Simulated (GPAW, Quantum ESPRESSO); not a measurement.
Consider Al2Ru (I4/mmm).

```cif
data_structure
_symmetry_space_group_name_H-M 'P 1'
_symmetry_Int_Tables_number 1
_cell_length_a 4.7638
_cell_length_b 4.7638
_cell_length_c 4.7638
_cell_angle_alpha 141.758
_cell_angle_beta 141.758
_cell_angle_gamma 55.193
_cell_volume 41.12
loop_
_atom_site_label
_atom_site_type_symbol
_atom_site_fract_x
_atom_site_fract_y
_atom_site_fract_z
_atom_site_occupancy
Ru1 Ru 0.00000 0.00000 0.00000 1
Al2 Al 0.34080 0.34080 0.00000 1
Al3 Al 0.65920 0.65920 0.00000 1
```

Absorber: atom 2, with 4 Ru at 2.58 Å, 5 Al at 2.69 Å, 1 Ru at 2.88 Å and 4 Al at 3.12 Å (14-fold, site symmetry 4mm). Method: Quantum ESPRESSO XSpectra, LDA, excited-electron core hole (neutral cell), 15-atom cell with 6.5 Å between holes, 6×6×6 k points, dipole transitions, Lorentzian half width 0.3 eV up to 4 eV, rising linearly to 2.5 eV at 25 eV.

**Question.** Predict the near-edge structure at the Al K edge.

Main maxima up to 24 eV above the zero (height): 2.8 eV (1.22), 3.9 eV (1.23), 4.8 eV (1.27) and 8.6 eV (1.34). A K edge sees empty p states on the absorber. The total-energy difference is 1563.51 eV. One term is added: -13.88 eV, since the hole is spin-paired here and a spin-polarised one costs that much less in the free atom (computed apart). The photon energy is then 1549.63 eV. The tabulated edge of the element is 1559 eV. The functional leaves an error in such absolute values: in the free atom LDA prices this hole 7.2 eV below PBE (computed apart), and PBE is itself good to a few eV.

The Al K spectrum (energy from the energy zero of the input (xe0, at the border of filled and empty states); intensity scaled to a mean of 1 over the first 20 eV; the points at xe0, where the cut of filled states can leave a spike, are interpolated; polarised curves are means over the symmetry-equivalent atoms):

| E (eV) | isotropic | ε ⊥ c | ε ∥ c |
| --- | --- | --- | --- |
| -2.0 | 0.04 | 0.04 | 0.03 |
| -1.5 | 0.05 | 0.05 | 0.04 |
| -1.0 | 0.07 | 0.08 | 0.05 |
| -0.5 | 0.11 | 0.13 | 0.08 |
| 0.0 | 0.28 | 0.35 | 0.15 |
| 0.5 | 0.46 | 0.55 | 0.28 |
| 1.0 | 0.54 | 0.61 | 0.40 |
| 1.5 | 0.67 | 0.72 | 0.57 |
| 2.0 | 0.90 | 0.99 | 0.73 |
| 2.5 | 1.14 | 1.32 | 0.78 |
| 3.0 | 1.18 | 1.25 | 1.03 |
| 3.5 | 1.21 | 1.17 | 1.28 |
| 4.0 | 1.22 | 1.22 | 1.23 |
| 4.5 | 1.23 | 1.17 | 1.36 |
| 5.0 | 1.25 | 1.20 | 1.37 |
| 5.5 | 1.22 | 1.16 | 1.34 |
| 6.0 | 1.17 | 1.13 | 1.26 |
| 6.5 | 1.15 | 1.13 | 1.18 |
| 7.0 | 1.13 | 1.10 | 1.19 |
| 7.5 | 1.20 | 1.14 | 1.31 |
| 8.0 | 1.30 | 1.21 | 1.50 |
| 8.5 | 1.34 | 1.23 | 1.54 |
| 9.0 | 1.30 | 1.24 | 1.43 |
| 9.5 | 1.22 | 1.21 | 1.24 |
| 10.0 | 1.15 | 1.18 | 1.09 |
| 10.5 | 1.11 | 1.16 | 1.01 |
| 11.0 | 1.08 | 1.14 | 0.98 |
| 11.5 | 1.07 | 1.11 | 0.97 |
| 12.0 | 1.04 | 1.07 | 0.96 |
| 12.5 | 1.00 | 1.03 | 0.95 |
| 13.0 | 0.98 | 1.00 | 0.94 |
| 13.5 | 0.96 | 0.97 | 0.93 |
| 14.0 | 0.94 | 0.95 | 0.93 |
| 14.5 | 0.93 | 0.93 | 0.93 |
| 15.0 | 0.91 | 0.91 | 0.92 |
| 15.5 | 0.90 | 0.89 | 0.91 |
| 16.0 | 0.87 | 0.86 | 0.90 |
| 16.5 | 0.85 | 0.83 | 0.91 |
| 17.0 | 0.84 | 0.80 | 0.92 |
| 17.5 | 0.83 | 0.78 | 0.93 |
| 18.0 | 0.82 | 0.76 | 0.94 |
| 18.5 | 0.81 | 0.75 | 0.94 |
| 19.0 | 0.80 | 0.74 | 0.91 |
| 19.5 | 0.79 | 0.74 | 0.88 |
| 20.0 | 0.78 | 0.73 | 0.86 |
| 20.5 | 0.77 | 0.73 | 0.84 |
| 21.0 | 0.77 | 0.73 | 0.84 |
| 21.5 | 0.77 | 0.74 | 0.83 |
| 22.0 | 0.77 | 0.75 | 0.82 |
| 22.5 | 0.77 | 0.76 | 0.80 |
| 23.0 | 0.78 | 0.77 | 0.79 |
| 23.5 | 0.78 | 0.79 | 0.76 |
| 24.0 | 0.78 | 0.81 | 0.74 |
| 24.5 | 0.79 | 0.82 | 0.72 |
| 25.0 | 0.79 | 0.83 | 0.71 |
| 25.5 | 0.79 | 0.83 | 0.69 |
| 26.0 | 0.79 | 0.84 | 0.69 |
| 26.5 | 0.78 | 0.83 | 0.68 |
| 27.0 | 0.78 | 0.83 | 0.69 |
| 27.5 | 0.79 | 0.83 | 0.69 |
| 28.0 | 0.79 | 0.83 | 0.70 |
| 28.5 | 0.80 | 0.84 | 0.72 |
| 29.0 | 0.81 | 0.84 | 0.74 |
| 29.5 | 0.82 | 0.85 | 0.76 |
| 30.0 | 0.84 | 0.87 | 0.78 |
| 30.5 | 0.86 | 0.88 | 0.80 |
| 31.0 | 0.88 | 0.90 | 0.82 |
| 31.5 | 0.89 | 0.92 | 0.84 |
| 32.0 | 0.91 | 0.93 | 0.86 |

Lifetime broadening is put in by hand, and intensities beyond about 20 eV depend on it and on the partial waves; weight that the partial waves miss at high energy is lost. The structure is a computed Materials Project entry and may be a hypothetical form.

[Banner, clock and machine lines of the logs are left out without a mark of their own.]

[Logs are printed without paths, hosts, clocks, repeated set-up lines and the standing remarks that a program may print on its own settings, such as how far it seeks lower states.]

[Hosts, paths, dates, database ids (printed as entryN), source tags and the programs' standing remarks are cut or masked in the printed files.]

[Lists of maxima count a maximum above −3 eV only where it reaches 4 % of the highest in the window and stands out from its surroundings by 2 % of it (1.5 % where it reaches 55 %); shoulders and weaker maxima are passed over, and of the rest the first, up to two pre-edge ones and the few strongest are named.]
